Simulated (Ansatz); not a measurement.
# YCrB4 (Pbam): how G0W0 depends on its starting point, part 2 of 2

How much of the starting functional survives in the G0W0 gap of YCrB4 (Pbam)?

Ansatz 0.2.0; G0W0 on several functionals, plane waves, PAW. Known limits of the many-body steps: not at the basis limit; mesh may overstate the screening; no spin polarisation; d states lean on the start; no spin-orbit coupling; coarse k mesh.

So far. Step 2 (G0W0 on LDA): The gap on the mesh goes from 0.29 eV to 0.32 eV, a correction of +0.03 eV. Between the two edge states, bare exchange in place of the xc potential would open the gap by 4.04 eV, and correlation takes back 4.01 eV.

In doubt: masses and optical values from hybrid runs of this build are listed as unsure (steps 3, 4), which bears on the screening that GW takes from such a start.

**3. G0W0 on HSE06**

The same correction from a different start measures what one shot leaves open.

This step: G0W0 on HSE06, plane waves, PAW.

Input file input.yaml:

```yaml
crystal:
  lattice:
    - [5.972, 0.0, 0.0]
    - [0.0, 11.46, 0.0]
    - [0.0, 0.0, 3.461]
  atoms:
    - { symbol: "Y", position: [0.1241200588, 0.1503666468, 0.0] }
    - { symbol: "Y", position: [0.8758799412, 0.8496333532, 0.0] }
    - { symbol: "Y", position: [0.6241200588, 0.3496333532, 0.0] }
    - { symbol: "Y", position: [0.3758799412, 0.6503666468, 0.0] }
    - { symbol: Cr, position: [0.1201299695, 0.421778839, 0.0] }
    - { symbol: Cr, position: [0.8798700305, 0.578221161, 0.0] }
    - { symbol: Cr, position: [0.6201299695, 0.078221161, 0.0] }
    - { symbol: Cr, position: [0.3798700305, 0.921778839, 0.0] }
    - { symbol: B, position: [0.2788786994, 0.3166664433, 0.5] }
    - { symbol: B, position: [0.7211213006, 0.6833335567, 0.5] }
    - { symbol: B, position: [0.7788786994, 0.1833335567, 0.5] }
    - { symbol: B, position: [0.2211213006, 0.8166664433, 0.5] }
    - { symbol: B, position: [0.4755978637, 0.1912257198, 0.5] }
    - { symbol: B, position: [0.5244021363, 0.8087742802, 0.5] }
    - { symbol: B, position: [0.9755978637, 0.3087742802, 0.5] }
    - { symbol: B, position: [0.0244021363, 0.6912257198, 0.5] }
    - { symbol: B, position: [0.3876900752, 0.0465439877, 0.5] }
    - { symbol: B, position: [0.6123099248, 0.9534560123, 0.5] }
    - { symbol: B, position: [0.8876900752, 0.4534560123, 0.5] }
    - { symbol: B, position: [0.1123099248, 0.5465439877, 0.5] }
    - { symbol: B, position: [0.3611603252, 0.4674623972, 0.5] }
    - { symbol: B, position: [0.6388396748, 0.5325376028, 0.5] }
    - { symbol: B, position: [0.8611603252, 0.0325376028, 0.5] }
    - { symbol: B, position: [0.1388396748, 0.9674623972, 0.5] }
kpoints:
  mp_grid: { grid: [2, 2, 4] }
hamiltonian:
  xc: hse06
scf:
  occupations: { method: fixed }
gw:
  n_empty_bands: 459
  ecut_chi: 90
  qp_bands: [v4, c4]
  qp_kpoints: band_edges
  screening: { model: contour_deformation }
```

Run with:

```bash
ansatz run input.yaml --threads 2 --pin off --max-ram 92160MiB --backend cuda --events-out ev --progress --plain --runs-dir out --devices 1 --max-vram 13GiB
```

Numbers of over 12 decimals in the logs are rounded to 6 here.

What it wrote:

```text
GPUs: using 1 of 1 available (devices: 1).
[...]
davidson cushion auto → on  (no smearing: the cushion is to keep the highest requested band from converging to the state above it; pin scf.eigensolver.cushion to override)
[...]
GPU FFT provider: cuFFT
GPU libraries: cuBLAS 13.8.2, cuFFT 12.4.0, cuSOLVER 12.3.4
Crystal: 24 atoms, lattice volume = 236.868 Å³
Basis set: ecut = 420 eV, 4603 PW (Γ)
Bands: 98, of which v1, the nominal top of the filled ones, is band 74 counted from 1 (73 counted from 0)
Symmetry: 8 space group operations
[...]
k-points: 12 of 16
[...]
GPU buffer pool allocated for 76800 grid points (all kernels)
[...]
SCF iter   1: F=—  HF=-31416.228468 eV  |F-HF|=—  |Δ(HF+E_count)|=         —  Δρ=8.22e-3  dr2=1.13e-1  ethr=1.77e-3  ⟨swp⟩=6.2  Hψ=5367  notcnv=0
[...]
SCF iter   7: F=-31416.193268 eV  HF=-31416.193272 eV  |F-HF|=4.07e-6  |Δ(HF+E_count)|=   3.62e-6  Δρ=6.77e-5  dr2=7.38e-6  ethr=2.87e-8  ⟨swp⟩=3.8  Hψ=3170  notcnv=0
SCF 1 stopped early in 7 iterations: F = -31416.193268 eV  dr2 = 7.38e-6
[...]
GPU FFT provider: cuFFT
GPU libraries: cuBLAS 13.8.2, cuFFT 12.4.0, cuSOLVER 12.3.4
[...]
GPU buffer pool allocated for 76800 grid points (all kernels)
[...]
Frozen-core exchange: fock
[...]
Internal energy: -31420.383902 eV  (E = F + TS)
E sigma→0 (E₀):  -31420.383902 eV
Fermi energy:    13.327778 eV
[...]
--- Band table (eV; the first three rows and the last of 12) ---
  k-point 0: bands = [... 70 lower, 12.3409, 12.8651, 13.0642, 13.1483, 14.7221, 14.9962, 15.0171, 15.4574, ... 11 higher]
  k-point 1: bands = [... 70 lower, 12.2668, 12.7631, 12.8179, 12.8674, 14.0052, 14.5928, 15.1189, 15.3585, ... 11 higher]
  k-point 2: bands = [... 70 lower, 12.5519, 12.5771, 12.6236, 12.6860, 13.9658, 14.0680, 14.2695, 14.4549, ... 11 higher]
  k-point 11: bands = [... 70 lower, 11.8397, 11.8397, 12.6195, 12.6195, 13.9943, 13.9943, 15.5310, 15.5310, ... 11 higher]
  guard bands above this table: 9 of the run's 98 bands. The solve was not asked for them (output.publish_guard_bands: true or output.eigenvalues: true publishes all)
[...]
0    71     12.3409   -17.5948     0.7945   -17.3029  0.7391    12.8375    12.8435  root
     0    72     12.8651   -20.0277     1.4135   -19.3349  0.7293    13.5759    13.5858  root
     0    73     13.0642   -22.1953     1.3102   -21.7091  0.7159    13.8781    13.8882  root
     0    74     13.1483   -18.3083     1.0036   -17.8644  0.7510    13.7036    13.7080  root
     0    75     14.7221   -15.4633    -3.3693   -19.3206  0.7419    15.2166    15.2101  root
     0    76     14.9962   -17.6554    -3.3518   -21.6010  0.7224    15.5992    15.5900  root
     0    77     15.0171   -16.9684    -4.2254   -21.6608  0.7087    15.4907    15.4841  root
     0    78     15.4574   -11.8965    -4.4292   -16.5460  0.7576    15.6789    15.6776  root
[...]
11    75     13.9943   -21.0438    -3.2634   -25.1127  0.6873    14.8207    14.7998  root
    11    76     13.9943   -21.0438    -3.2634   -25.1127  0.6873    14.8207    14.7998  root
    11    77     15.5310   -17.1951    -5.4024   -22.9629  0.6816    15.9017    15.8963  root
    11    78     15.5310   -17.1951    -5.4024   -22.9629  0.6816    15.9017    15.8963  root
[key lines of the parts left out:]
Free energy (F): -31420.383902 eV
```

Run time: 2.3 min. Hardware: 1 × NVIDIA H100 80GB HBM3 (shared by 6 runs) with 2 threads of AMD EPYC 7R13 (Zen 3), shared host; peak memory 3.2 GiB; 3 min of CPU time.

This step gave:

| Property | Result |
| --- | --- |
| bands summed | 533 |
| RPA ε∞ on this mesh (eigenvalues) | 19.67, 20.23, 26.17 |
| plane waves in the screening matrix | 457 |
| q-points in the mesh | 16 |
| G0W0 gap on the mesh | 0.4193 eV |
| k of the valence top | -0.5, -0.5, 0 |
| k of the conduction bottom | 0, 0, 0.25 |
| starting gap on the mesh | 0.6352 eV |
| Z at the valence top | 0.7099 |
| Z at the conduction bottom | 0.7280 |
| least direct G0W0 gap on the computed points | 0.5014 eV |

Against the run with 2×2×4 mesh, 459 empty bands, screening to 90 eV on LDA, the gap moves by +0.10 eV, while the start moved by +0.34 eV.

**4. G0W0 on PBE0**

This step: G0W0 on PBE0, plane waves, PAW.

Changes to input.yaml since step 3:

```diff
@@ -33,3 +33,3 @@
 hamiltonian:
-  xc: hse06
+  xc: pbe0
 scf:
```

What it wrote:

```text
GPUs: using 1 of 1 available (devices: 1).
[...]
GPU FFT provider: cuFFT
GPU libraries: cuBLAS 13.8.2, cuFFT 12.4.0, cuSOLVER 12.3.4
Crystal: 24 atoms, lattice volume = 236.868 Å³
Basis set: ecut = 420 eV, 4603 PW (Γ)
Bands: 98, of which v1, the nominal top of the filled ones, is band 74 counted from 1 (73 counted from 0)
Symmetry: 8 space group operations
[...]
k-points: 12 of 16
[...]
0    77     15.3593   -16.8302    -4.1182   -21.1787  0.7371    15.5910    15.5897  root
     0    78     15.7933   -11.8336    -4.3369   -16.1454  0.7788    15.7682    15.7682  root
[...]
11    75     14.3493   -20.9936    -3.1429   -24.6862  0.7184    14.9037    14.8989  root
    11    76     14.3493   -20.9936    -3.1429   -24.6862  0.7184    14.9037    14.8989  root
    11    77     15.9167   -17.1726    -5.2523   -22.5552  0.7156    16.0475    16.0470  root
    11    78     15.9167   -17.1726    -5.2523   -22.5552  0.7156    16.0475    16.0470  root
[key lines of the parts left out:]
Free energy (F): -31421.081554 eV
Fermi energy:    13.018271 eV
```

The job ended after 2.1 min (1 × NVIDIA H100 80GB HBM3 (shared by 6 runs) with 2 threads; peak memory 3.1 GiB; 2.6 min of CPU time).

Numbers from this step:

```yaml
bands_summed: 533
rpa_eps_infinity_on_this_mesh_eigenvalues: 15.32, 15.40, 18.26
plane_waves_in_the_screening_matrix: 457
g0w0_gap_on_the_mesh: 0.5279 eV
k_of_the_valence_top: -0.5, -0.5, 0
k_of_the_conduction_bottom: -0.5, 0, 0
starting_gap_on_the_mesh: 1.292 eV
least_direct_g0w0_gap_on_the_computed_points: 0.6009 eV
```

Against the run with 2×2×4 mesh, 459 empty bands, screening to 90 eV on HSE06, the gap moves by +0.11 eV, while the start moved by +0.66 eV.

**5. Side by side**

All on the 2×2×4 mesh with 459 empty bands and screening to 90 eV. Times are wall times on 1 × NVIDIA H100 80GB HBM3 (shared by 6 runs) with 2 threads of AMD EPYC 7R13 (Zen 3), shared host, good to a factor of about two.

```tsv
start	starting gap (eV)	shift (eV)	G0W0 gap (eV)	RPA ε∞ (harmonic mean)	Z (valence, conduction)	time
LDA	0.29	+0.03	0.32	43.01	0.67, 0.68	64 s
HSE06	0.64	−0.22	0.42	21.66	0.71, 0.73	2.3 min
PBE0	1.29	−0.76	0.53	16.22	0.74, 0.77	2.1 min
```

The parts of the quasiparticle energy at the two band edges (eV; QP = start + Σx + Σc − Vxc):

```tsv
run	edge	start	Σx	Σc	Vxc	Z	QP
LDA	valence top	13.37	-21.80	0.51	-22.14	0.67	14.23
LDA	conduction bottom	13.67	-16.98	-3.50	-21.37	0.68	14.55
HSE06	valence top	13.22	-23.28	1.53	-22.64	0.71	14.11
HSE06	conduction bottom	14.01	-16.52	-3.22	-20.27	0.73	14.53
PBE0	valence top	12.89	-23.26	1.52	-22.91	0.74	14.06
PBE0	conduction bottom	14.34	-14.63	-2.84	-17.72	0.77	14.59
```

For a hybrid start, Vxc holds its share of exact exchange. Where G0W0 reorders the edges (HSE06 and PBE0), the two states listed lie further apart at the start than the starting gap.

**6. Results**

```
G0W0@LDA     : 0.32 eV (start 0.29 eV)
G0W0@HSE06   : 0.42 eV (start 0.64 eV)
G0W0@PBE0    : 0.53 eV (start 1.29 eV)
known limits : not at the basis limit; mesh may overstate the screening; no spin polarisation; d states lean on the start; no spin-orbit coupling; coarse k mesh
```

**Reading.** The starting gaps span 1.00 eV and the G0W0 gaps 0.21 eV. Between LDA and PBE0, 0.21 eV of the 1.00 eV survives, 21 %. On HSE06 and PBE0 the correction is negative: that start lies above its own G0W0 value. The smallest correction, +0.03 eV, is on LDA, the start nearest to reproducing itself. Bands and cutoff are finite, so the gap is not at the basis limit. The miss can reach some tenths of an eV and take either sign; the mesh is an error of its own. The 2×2×4 mesh is coarse for this cell (its supercell is 12 Å along the shortest edge). The RPA ε∞ on it, from the LDA start, is 40.63, 41.89 and 47.02; such meshes misread the long-range screening, most where the gap is narrow. The program warns that the mesh is coarse for exact exchange, which bears on the hybrid start's gap. For the LDA start: The RPA ε∞ on this mesh reaches over 25; with a narrow direct gap a coarse mesh can overstate it, and the correction is then too small. The runs have no spin polarisation. For a closed low-spin shell that is the natural state; where a d or f shell is open it is a constraint, and the gap is then not the crystal's own. With d states at the gap, one-shot GW leans hard on its start. The many-body steps are scalar-relativistic: spin-orbit coupling is not in them.

[Paths, hosts, dates, memory and timing lines, banners, echoed tables and standing remarks are left out of the program output.]

[Logs are printed without paths, hosts, clocks, repeated set-up lines and the standing remarks that a program may print on its own settings, such as how far it seeks lower states.]

[Runs of the session that timed out or met a known fault of the program may be left out.]

[Cells called generated may have been cut or substituted from an entry of the Crystallography Open Database or the Materials Project.]

[Hosts, paths, dates, database ids (printed as entryN), source tags and the programs' standing remarks are cut or masked in the printed files.]
